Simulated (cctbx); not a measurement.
**Which space group?**

Cell: a = 5.4150 Å, b = 5.4760 Å, c = 25.4840 Å, α = 90.00°, β = 90.00°, γ = 90.00°. Expected content of the cell: Pb4 Er8 Sb8 O36.

Simulated single-crystal data (cctbx): Cu Kα, λ = 1.54184 Å, to d = 0.83 Å, 95 % of the full sphere, strongest reflection 70000 counts, noise from counting, a 4 % proportional error and a noise floor of 2 counts (s.d.); no absorption.

A first pass over the reflections prints:

```text
5297 reflections to d = 0.831 A
centring   violations  <I/sigma> of those
    A          0 of  2644      0.0
    B          0 of  2646      0.0
    C          0 of  2620      0.0
    I        579 of  2650      4.4
    R        822 of  3524      4.6
    F          0 of  3955      0.0
Laue class    unique    Rint  (classes that these axes allow; Friedel mates merged)
F m m m           227   0.032
space group    extra absences  I>4sigma  <I/sigma>
F 2 2 2                 0          0         -  acentric
F m m 2                 0          0         -  acentric
F 2 m m                 0          0         -  acentric
F m 2 m                 0          0         -  acentric
F m m m                 0          0         -  centric
Wilson B = 1.09 A^2   <|E^2-1|> = 0.960 (0.968 centric, 0.736 acentric)   E^2>4: 4.8 %
shell (A)         n   <I/sigma>
12.74 - 1.66     36     32.5
 1.66 - 1.32     26     43.1
 1.32 - 1.15     32     41.4
 1.15 - 1.05     27     43.5
 1.05 - 0.97     21     46.5
 0.97 - 0.91     27     38.4
 0.91 - 0.87     27     42.0
 0.87 - 0.83     31     38.6
```

Q: Read the symmetry from these tables.

The reflections that A, B, C and F centring forbids are absent (⟨I/σ⟩ near 0), so the lattice is F. F holds A, B and C together.

Only F m m m fits these axes (Rint 0.032); a search for a hidden higher lattice was not made.

5 settings pass the absence test. No glide or screw absences show, which leaves F 2 2 2, F m m 2, F 2 m m, F m 2 m and F m m m.

⟨|E²−1|⟩ = 0.960 leans to a centrosymmetric structure. The Wilson B of 1.09 Å² means U ≈ 0.0138 Å².

The true group is Fmmm (no. 69), Laue class mmm, centrosymmetric. The tables only narrow the choice to the tied entries; cell content, site symmetry and trial solutions must settle it.

This is a model crystal, built by substitution and not relaxed, with assumed displacement parameters.

[Logs are printed without paths, hosts, clocks, repeated set-up lines and the standing remarks that a program may print on its own settings, such as how far it seeks lower states.]
